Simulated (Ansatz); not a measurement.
## Pd3PbC (Pm-3m): a soft mode frozen in

Wanted: the energy along a soft mode of Pd3PbC (Pm-3m) and the structure at the end.

Method: DFT PBEsol, scalar-relativistic, plane waves, PAW; PAW set soft_1, in Ansatz 0.2.0.

Most raw output is cut from this account.

### Step 1. Set-up

Symmetry: Pm-3m, No. 221, cubic system. The conventional cell has a = 4.221 Å, b = 4.221 Å, c = 4.221 Å, α = 90.00°, β = 90.00°, γ = 90.00°. Nearest to Pd lie 2 C at 2.11 Å and 8 Pd at 2.98 Å and 4 Pb at 2.98 Å. Nearest to Pb lie 12 Pd at 2.98 Å. C has 6 Pd at 2.11 Å nearest. Farther neighbours are not listed.

### Step 2. Response at finite wavevector

The cell comes from relaxations at this level that are not shown. Stability and thermal properties need the whole zone. Linear response on a 4×4×4 q mesh gives force constants as far as a supercell of that size would.

The input, input.yaml:

```yaml
crystal:
  lattice:
    - [4.2208841651, 0.0, 0.0]
    - [0.0, 4.2208841651, 0.0]
    - [0.0, 0.0, 4.2208841651]
  atoms:
    - { symbol: Pd, position: [0.0, 0.5, 0.5] }
    - { symbol: Pd, position: [0.5, 0.5, 0.0] }
    - { symbol: Pd, position: [0.5, 0.0, 0.5] }
    - { symbol: Pb, position: [0.0, 0.0, 0.0] }
    - { symbol: C, position: [0.5, 0.5, 0.5] }
kpoints:
  mp_grid: { grid: [8, 8, 8] }
hamiltonian:
  xc: pbesol
  pseudopotentials: { kind: paw, azcp: { folder: soft_1 }, xc_functional: pbe }
scf:
  occupations: { method: methfessel_paxton, width: 0.2 }
output:
  eigenvalues: true
phonons:
  method: dfpt
  qmesh: [4, 4, 4]
  temperatures: { t_max: 1000, t_step: 50 }
  qpath:
    path:
      - [[0.0, 0.0, 0.0], [0.0, 0.5, 0.0], [0.5, 0.5, 0.0], [0.0, 0.0, 0.0], [0.5, 0.5, 0.5], [0.0, 0.5, 0.0]]
      - [[0.5, 0.5, 0.5], [0.5, 0.5, 0.0]]
    npoints: 10
```

Started as:

```sh
ansatz run input.yaml --threads 4 --pin off --max-ram 10240MiB --backend cpu --events-out ev --progress --plain --runs-dir out
```

Elapsed: 21 min, on 4 threads of Arm Neoverse V2, shared host; peak memory 3.9 GiB.

This step gave:

| Property | Result |
| --- | --- |
| volume per atom | 15.04 Å³ |
| gap on the k-mesh | 0 eV |
| sum-rule residual before enforcement | 7.76e-5 eV/Å² |
| lowest frequency on the path | -62.50 cm⁻¹ |
| point group | m-3m |
| highest frequency on the path or at a solved wavevector | 553.1 cm⁻¹ |
| highest optical mode at the zone centre (no LO-TO term) | 305.9 cm⁻¹ |
| lowest optical zone-centre mode | -31.44 cm⁻¹ |
| lowest mode on the q mesh (acoustic modes at Γ apart) | -53 cm⁻¹ |

Frequencies (cm⁻¹) solved at each irreducible wavevector; negative means imaginary. Frequencies by wavevector, by row:

```csv
q in reciprocal lattice units,star,mode 1,mode 2,mode 3,mode 4,mode 13,mode 14,mode 15
0 0 0,1,-31.4,-31.4,-31.4,0,305.9,305.9,305.9
0 0 0.25,6,-42.3,-42.3,32.3,45.5,326.2,326.2,448.2
0 0 -0.5,3,28.2,36,36,56.9,336.3,336.3,522.3
0 0.25 0.25,12,-53,-48.6,13.3,44.6,328.2,435.4,466.6
0 0.25 -0.5,12,-27.3,31.2,35,38.4,339.2,459.7,532
0 -0.5 -0.5,3,-31.2,-31.2,22.4,22.4,354.3,541.5,541.5
0.25 0.25 0.25,8,-49.6,-9,-9,39,434.9,466.3,466.3
0.25 0.25 -0.5,12,-3.4,4.7,21.7,45.1,461.7,468.5,537.2
0.25 -0.5 -0.5,6,11.6,11.6,28.4,53.6,474.5,544.5,544.5
-0.5 -0.5 -0.5,1,22.8,22.8,22.8,74.6,553.1,553.1,553.1
```

Interpolated from a 4×4×4 q mesh. The phonon branches at the labelled points (cm⁻¹):

```csv
point,branch 1,branch 2,branch 3,branch 4,branch 12,branch 13,branch 14,branch 15
Γ,-31,-31,-31,0,97,306,306,306
halfway,-42,-42,32,46,127,326,326,448
X,28,36,36,57,138,336,336,522
halfway,-27,31,35,38,148,339,460,532
M,-31,-31,22,22,162,354,542,542
halfway,-53,-49,13,45,133,328,435,467
Γ,-31,-31,-31,0,97,306,306,306
halfway,-50,-9,-9,39,157,435,466,466
R,23,23,23,75,212,553,553,553
halfway,-3,5,22,45,173,462,468,537
X,28,36,36,57,138,336,336,522
jump to R,23,23,23,75,212,553,553,553
halfway,12,12,28,54,192,474,544,544
M,-31,-31,22,22,162,354,542,542
```

Symmetry leaves 10 wavevectors to solve. The lowest mode among them, the acoustic zeros apart, lies at q = (0, 0.25, 0.25) and is imaginary, 53.0i cm⁻¹, so the energy falls along it. Between them the interpolated path dips to 63i cm⁻¹.

### Step 3. The mode frozen in, largest atomic shift 0 Å

The mode followed lies at q = (0, -0.5, -0.5) with frequency 31.2i cm⁻¹ and is 2-fold degenerate, one of the unstable modes though not the softest. At small amplitude the distorted cell has space group no. 51 by a symmetry search on the positions. The undistorted cell that holds it gives the zero of energy on the same k mesh.

System of this step: Pd3PbC. It takes space group Pm-3m (No. 221, cubic). Conventional cell: a = 4.221 Å, b = 4.221 Å, c = 4.221 Å, α = 90.00°, β = 90.00°, γ = 90.00°. Pd has 2 C at 2.11 Å and 4 Pb at 2.98 Å and 8 Pd at 2.98 Å nearest. Nearest to Pd lie 2 C at 2.11 Å and 8 Pd at 2.98 Å and 4 Pb at 2.98 Å. Nearest to Pb lie 12 Pd at 2.98 Å. Nearest to C lie 6 Pd at 2.11 Å. Farther neighbours are not listed.

The input, input.yaml:

```yaml
crystal:
  lattice:
    - [-4.2208841651, 0.0, 0.0]
    - [0.0, -4.2208841651, -4.2208841651]
    - [0.0, -4.2208841651, 4.2208841651]
  atoms:
    - { symbol: Pd, position: [1.0, 0.0, 0.5] }
    - { symbol: Pd, position: [1.0, 0.5, 0.0] }
    - { symbol: Pd, position: [0.5, 0.25, 0.25] }
    - { symbol: Pd, position: [0.5, 0.75, 0.75] }
    - { symbol: Pd, position: [0.5, 0.75, 0.25] }
    - { symbol: Pd, position: [0.5, 0.25, 0.75] }
    - { symbol: Pb, position: [1.0, 1.0, 0.0] }
    - { symbol: Pb, position: [1.0, 0.5, 0.5] }
    - { symbol: C, position: [0.5, 0.0, 0.5] }
    - { symbol: C, position: [0.5, 0.5, 0.0] }
kpoints:
  mp_grid: { grid: [8, 6, 6] }
hamiltonian:
  xc: pbesol
  pseudopotentials: { kind: paw, azcp: { folder: soft_1 }, xc_functional: pbe }
scf:
  occupations: { method: methfessel_paxton, width: 0.2 }
output:
  forces: true
  stress: true
  eigenvalues: true
```

Elapsed: 8.9 s, on 4 threads; peak memory 0.9 GiB.

Numbers from this step:

```
pressure                         : -0.04815 GPa
energy from the undistorted cell : 0 meV/atom
```

The run ends at a pressure of -0.05 GPa.

### Step 4. The mode frozen in, largest atomic shift 0.14 Å

The atoms are moved along the unstable eigenvector, the largest shift by 0.14 Å, with the cell fixed.

input.yaml, the sections that differ from step 3:

```yaml
crystal:
  lattice:
    - [-4.2208841651, 0.0, 0.0]
    - [0.0, -4.2208841651, -4.2208841651]
    - [0.0, -4.2208841651, 4.2208841651]
  atoms:
    - { symbol: Pd, position: [1.0, 0.0234536049, 0.5] }
    - { symbol: Pd, position: [1.0, 0.4765463951, 0.0] }
    - { symbol: Pd, position: [0.5, 0.25, 0.25] }
    - { symbol: Pd, position: [0.5, 0.75, 0.75] }
    - { symbol: Pd, position: [0.5, 0.75, 0.25] }
    - { symbol: Pd, position: [0.5, 0.25, 0.75] }
    - { symbol: Pb, position: [1.0, 0.9898621455, 0.0] }
    - { symbol: Pb, position: [1.0, 0.5101378545, 0.5] }
    - { symbol: C, position: [0.5, 0.0006456038, 0.5] }
    - { symbol: C, position: [0.5, 0.4993543962, 0.0] }
# kpoints, hamiltonian, scf, output: as in step 3
```

Wall time 16 s (4 threads); peak memory 1.1 GiB; 64 s of CPU time.

This step gave:

```
pressure                         : -0.03561 GPa
energy from the undistorted cell : -0.905 meV/atom
```

The energy, extrapolated to zero smearing, is -0.91 meV/atom against the undistorted cell.

The run ends at a pressure of -0.04 GPa, with forces up to 0.047 eV/Å.

### Step 5. Energy along the mode, all amplitudes (two of the runs are shown above)

An imaginary frequency means negative curvature, so the energy should fall and then rise again as anharmonic terms take over.

Numbers from this step:

```yaml
depth_at_the_lowest_point_sampled: 0.905 meV/atom
largest_atomic_shift_at_that_point: 0.14 Å
```

Energy from the parent against largest atomic shift:

```csv
largest atomic shift (Å),energy from the parent (meV/atom)
0.000,0
0.040,-0.103
0.080,-0.388
0.140,-0.905
0.220,-0.727
0.320,2.76
0.450,15.6
```

Displacement at unit largest shift by atom:

```csv
atom,x (Å),y (Å),z (Å),size
Pd1,0.000,-0.707,-0.707,1.000
Pd2,0.000,0.707,0.707,1.000
Pd3,0.000,0.000,0.000,0.000
Pd4,0.000,0.000,0.000,0.000
Pd5,0.000,0.000,0.000,0.000
Pd6,0.000,0.000,0.000,0.000
Pb7,0.000,0.306,0.306,0.433
Pb8,0.000,-0.306,-0.306,0.433
C9,0.000,-0.019,-0.019,0.027
C10,0.000,0.019,0.019,0.027
```

The lowest of the steps tried is at 0.14 Å, 0.905 meV/atom below the parent; the bottom of the well need not coincide with a step.

### Step 6. Relaxing from the distorted cell

Starting from the lowest point found, all atoms and the cell are let go, so that strain and other modes of the same symmetry can join in.

Changes to input.yaml since step 4:

```diff
@@ -27 +27,10 @@
   eigenvalues: true
+  write_density: true
+  write_potential: true
+  elf: true
+  volumetric_format: npy
+relax:
+  adjacent_minimum: "off"
+  f_tol: 0.002
+  max_steps: 120
+  cell: { stress_tol: 0.03 }
```

It took 2.1 min on 4 threads; peak memory 1.1 GiB.

Relaxation path:

```csv
step,energy less that of the first step (eV),largest force component (eV/Å),pressure (GPa),volume (Å³)
1,0.0000,0.0331,-0.04,150.40
2,-0.0009,0.0355,0.02,150.34
3,-0.0019,0.0242,-0.01,150.38
4,-0.0026,0.0163,0.03,150.36
5,-0.0026,0.0014,-0.07,150.44
6,-0.0027,0.0027,0.04,150.35
7,-0.0027,0.0002,0.00,150.38
8*,-0.0027,0.0002,0.00,150.38
```

Relaxation steps marked * repeat the geometry before them on a plane-wave basis chosen anew for their cell, so energy and pressure can jump there.

The run keeps the 8 symmetry operations that it works with, so distortions that break them were not tested.

```csv
cell as run,before,after,change
a (Å),4.221,4.212,-0.2 %
b (Å),5.969,5.990,+0.3 %
c (Å),5.969,5.962,-0.1 %
volume (Å³/atom),15.04,15.04,-0.0 %
```

The atoms that moved most (Å, as changes of fractional coordinates times the final cell):

```csv
atom,dx,dy,dz,length
Pd1,0.000,-0.031,-0.031,0.044
Pd2,0.000,0.031,0.031,0.044
Pb8,0.000,-0.019,-0.019,0.027
Pb7,0.000,0.019,0.019,0.027
```

This step gave:

```
pressure : 2.36e-5 GPa
```

Electrostatic potential energy in the ac plane at fractional y = 0.001, with atoms of Pd and Pb and C within 0.2 Å of it. With pseudopotentials it is smooth inside the atoms' cores, unlike the true potential.

Ten even steps from '_' (-42 eV) to '@' (20 eV), each cell a mean:
```
------**@@@@@@@@@@@@%%++::--
::::==##@@@@@@@@@@@@%%**--::
++**##@@@@@@@@@@@@@@@@%%##++
%%%%@@@@@@@@@@@@@@@@@@@@@@%%
@@@@@@@@@@@@@@@@@@@@@@@@@@@@
%%@@@@@@@@@@@@@@@@@@@@@@@@@@
**##%%@@@@@@@@%%@@@@@@@@%%**
..::**%%@@##++==**%%@@##==::
____--##%%++..__::##%%**::__
____--##%%==____..**%%**..__
__::++%%@@**--::==%%%%##--..
==++##@@@@@@####%%@@@@%%**==
%%%%@@@@@@@@@@@@@@@@@@@@@@%%
@@@@@@@@@@@@@@@@@@@@@@@@@@@@
@@@@@@@@@@@@@@@@@@@@@@@@@@@@
**##%%@@@@@@@@@@@@@@@@@@%%##
----**%%@@@@@@@@@@@@@@##==--
--::--**@@@@@@@@@@@@%%++::--
==--::**%%@@@@@@@@@@%%==::--
```
Columns run along a (4.2 Å; values clipped at the 3rd and 97th percentile), rows up along c (6.0 Å). Atoms in or near the plane, at fractional coordinates: Pd at (0.00, 0.50), Pb at (0.00, 0.00), C at (0.50, 0.50).

ELF in the ac plane at fractional y = 0.001, with atoms of Pd and Pb and C within 0.2 Å of it. It is the smooth field of the valence electrons, not physical close to the nuclei.

Values, 19 rows by 14 columns, each cell a mean:
```
0.03 0.12 0.35 0.38 0.28 0.20 0.15 0.14 0.16 0.23 0.31 0.40 0.26 0.07
0.22 0.31 0.40 0.34 0.25 0.19 0.16 0.16 0.17 0.21 0.28 0.37 0.38 0.27
0.40 0.39 0.34 0.27 0.21 0.18 0.17 0.17 0.17 0.19 0.23 0.29 0.36 0.40
0.29 0.28 0.25 0.21 0.17 0.17 0.17 0.17 0.17 0.17 0.18 0.22 0.26 0.29
0.21 0.21 0.19 0.17 0.16 0.17 0.18 0.19 0.18 0.17 0.16 0.17 0.20 0.21
0.23 0.21 0.18 0.17 0.20 0.27 0.33 0.35 0.31 0.24 0.18 0.17 0.19 0.22
0.38 0.34 0.24 0.19 0.30 0.49 0.60 0.62 0.57 0.42 0.25 0.19 0.28 0.36
0.40 0.44 0.36 0.25 0.45 0.69 0.68 0.64 0.70 0.64 0.34 0.26 0.42 0.43
0.27 0.36 0.38 0.29 0.53 0.69 0.38 0.20 0.50 0.71 0.40 0.30 0.40 0.32
0.23 0.33 0.38 0.30 0.55 0.67 0.27 0.08 0.43 0.72 0.42 0.31 0.38 0.29
0.35 0.42 0.38 0.26 0.48 0.70 0.60 0.51 0.65 0.67 0.37 0.28 0.42 0.40
0.42 0.41 0.29 0.21 0.37 0.60 0.69 0.71 0.67 0.53 0.29 0.21 0.35 0.42
0.27 0.24 0.18 0.17 0.23 0.33 0.41 0.43 0.39 0.29 0.20 0.17 0.21 0.25
0.20 0.19 0.18 0.16 0.17 0.19 0.22 0.23 0.21 0.18 0.16 0.17 0.18 0.20
0.26 0.25 0.22 0.19 0.17 0.16 0.17 0.17 0.17 0.16 0.17 0.20 0.23 0.25
0.37 0.35 0.30 0.25 0.20 0.17 0.17 0.17 0.17 0.18 0.21 0.26 0.32 0.36
0.33 0.38 0.39 0.31 0.24 0.19 0.17 0.16 0.17 0.20 0.26 0.34 0.40 0.36
0.07 0.17 0.37 0.37 0.27 0.19 0.16 0.15 0.16 0.22 0.30 0.40 0.30 0.12
0.01 0.06 0.31 0.39 0.29 0.20 0.15 0.13 0.16 0.23 0.33 0.40 0.20 0.03
```
Columns run along a (4.2 Å), rows up along c (6.0 Å). Atoms in or near the plane, at fractional coordinates: Pd at (0.00, 0.50), Pb at (0.00, 0.00), C at (0.50, 0.50).

Valence density in the ac plane at fractional y = 0.001, with atoms of Pd and Pb and C within 0.2 Å of it. It is the smooth field of the valence electrons, not physical close to the nuclei.

Values in e/Å³, 19 rows by 14 columns, each cell a mean:
```
 6  5  2  1  0  0  0  0  0  0  0  1  3  5
 4  3  1  0  0  0  0  0  0  0  0  1  2  3
 1  1  0  0  0  0  0  0  0  0  0  0  1  1
 0  0  0  0  0  0  0  0  0  0  0  0  0  0
 0  0  0  0  0  0  0  0  0  0  0  0  0  0
 0  0  0  0  0  0  0  0  0  0  0  0  0  0
 1  1  0  0  0  0  1  1  0  0  0  0  1  1
 7  4  2  1  0  1  1  1  1  1  0  1  3  5
13  9  3  1  1  1  1  2  1  1  1  1  5 11
14 10  4  1  1  1  2  1  1  1  1  1  6 12
 9  6  2  1  1  1  1  1  1  1  1  1  3  7
 3  2  1  0  0  1  1  1  1  0  0  0  1  2
 1  0  0  0  0  0  0  0  0  0  0  0  0  0
 0  0  0  0  0  0  0  0  0  0  0  0  0  0
 0  0  0  0  0  0  0  0  0  0  0  0  0  0
 1  1  0  0  0  0  0  0  0  0  0  0  0  1
 2  2  1  0  0  0  0  0  0  0  0  1  1  2
 5  4  2  1  0  0  0  0  0  0  0  1  3  5
 8  6  3  1  0  0  0  0  0  0  0  1  4  6
```
Columns run along a (4.2 Å), rows up along c (6.0 Å). Atoms in or near the plane, at fractional coordinates: Pd at (0.00, 0.50), Pb at (0.00, 0.00), C at (0.50, 0.50).

The distorted start has space group Pmma; the relaxation ends in Pmma.

### Step 7. The new phase in its own primitive cell

The relaxed structure is symmetrised, reduced to its primitive cell and relaxed tightly, as its phonons need.

The input, input.yaml:

```yaml
crystal:
  lattice:
    - [5.9616703453, 0.0, 0.0]
    - [0.0, 4.211563374, 0.0]
    - [0.0, 0.0, 5.9895177783]
  atoms:
    - { symbol: Pd, position: [0.25, 0.0, 0.7807935069] }
    - { symbol: Pd, position: [0.75, 0.0, 0.2192064931] }
    - { symbol: Pd, position: [0.5, 0.5, 0.0] }
    - { symbol: Pd, position: [0.0, 0.5, 0.5] }
    - { symbol: Pd, position: [0.5, 0.5, 0.5] }
    - { symbol: Pd, position: [0.0, 0.5, 0.0] }
    - { symbol: Pb, position: [0.75, 0.0, 0.7353369365] }
    - { symbol: Pb, position: [0.25, 0.0, 0.2646630635] }
    - { symbol: C, position: [0.25, 0.5, 0.751470134] }
    - { symbol: C, position: [0.75, 0.5, 0.248529866] }
kpoints:
  mp_grid: { grid: [6, 8, 6] }
hamiltonian:
  xc: pbesol
  pseudopotentials: { kind: paw, azcp: { folder: soft_1 }, xc_functional: pbe }
scf:
  occupations: { method: methfessel_paxton, width: 0.2 }
output:
  forces: true
  stress: true
  eigenvalues: true
relax:
  adjacent_minimum: "off"
  f_tol: 0.001
  max_steps: 60
  cell: { stress_tol: 0.01 }
```

The job ended after 36 s (4 threads; peak memory 1.1 GiB; 2.3 min of CPU time).

Little changed from the start: no atom moved by 0.005 Å and no cell edge by 0.1 %.

Numbers from this step:

| Quantity | Value |
| --- | --- |
| pressure | 2.37e-5 GPa |

The largest force component left is 0.34 meV/Å and the pressure is 0.000 GPa, within the tolerances set. The cell now holds 15.04 Å³/atom.

### Step 8. Modes of the new phase, k-mesh 6×8×6

A relaxed structure may still be a saddle point, so its zone-centre modes are computed. No field response is asked, since the mesh shows no gap.

Changes to input.yaml since step 7:

```diff
@@ -24,9 +24,4 @@
 output:
-  forces: true
-  stress: true
   eigenvalues: true
-relax:
-  adjacent_minimum: "off"
-  f_tol: 0.001
-  max_steps: 60
-  cell: { stress_tol: 0.01 }
+phonons:
+  method: dfpt
```

Wall time 3.8 min (4 threads); peak memory 3.6 GiB.

The run was cut off at the time limit after its SCF cycle had converged; no result of it is taken.

The program's message: “Warning:”

### Step 9. Outcome

* unstable mode of the parent: q = (0, -0.5, -0.5), 31i cm⁻¹
* depth at the lowest point sampled: 0.905 meV/atom
* largest atomic shift at that point: 0.14 Å
* space group reached (within 0.01 Å): Pmma
* energy gained over the parent (first relaxation, on the mesh of the frozen mode): 1.16 meV/atom
* volume per atom, phase reached: 15.0 Å³

What this shows: Along this mode the structure falls into Pmma, 1.16 meV/atom below the parent. At the parent's cell the well is 0.905 meV/atom deep on the steps tried, with its lowest point at a shift of 0.14 Å. Relaxing atoms and cell changes the gain by +0.25 meV/atom against the lowest step (energies at zero smearing). The modes of the phase reached were not computed on this path. How so shallow a well moves with the k mesh was not tested. Of the 4 patterns followed to their end from this parent, this one reaches the lowest energy. Each path keeps the symmetry of its pattern, so a lower phase may lie along a pattern not tried. With no gap, or one that is small against the smearing, the frequencies hang on the k mesh and the smearing, most of all near Kohn anomalies. Spin-orbit coupling is left out, which can matter for the heavy elements here. The PAW files were made for PBE and serve the other functionals too.

[Logs are printed without paths, hosts, clocks, repeated set-up lines and the standing remarks that a program may print on its own settings, such as how far it seeks lower states.]

[Hosts, paths, dates, database ids (printed as entryN), source tags and the programs' standing remarks are cut or masked in the printed files.]
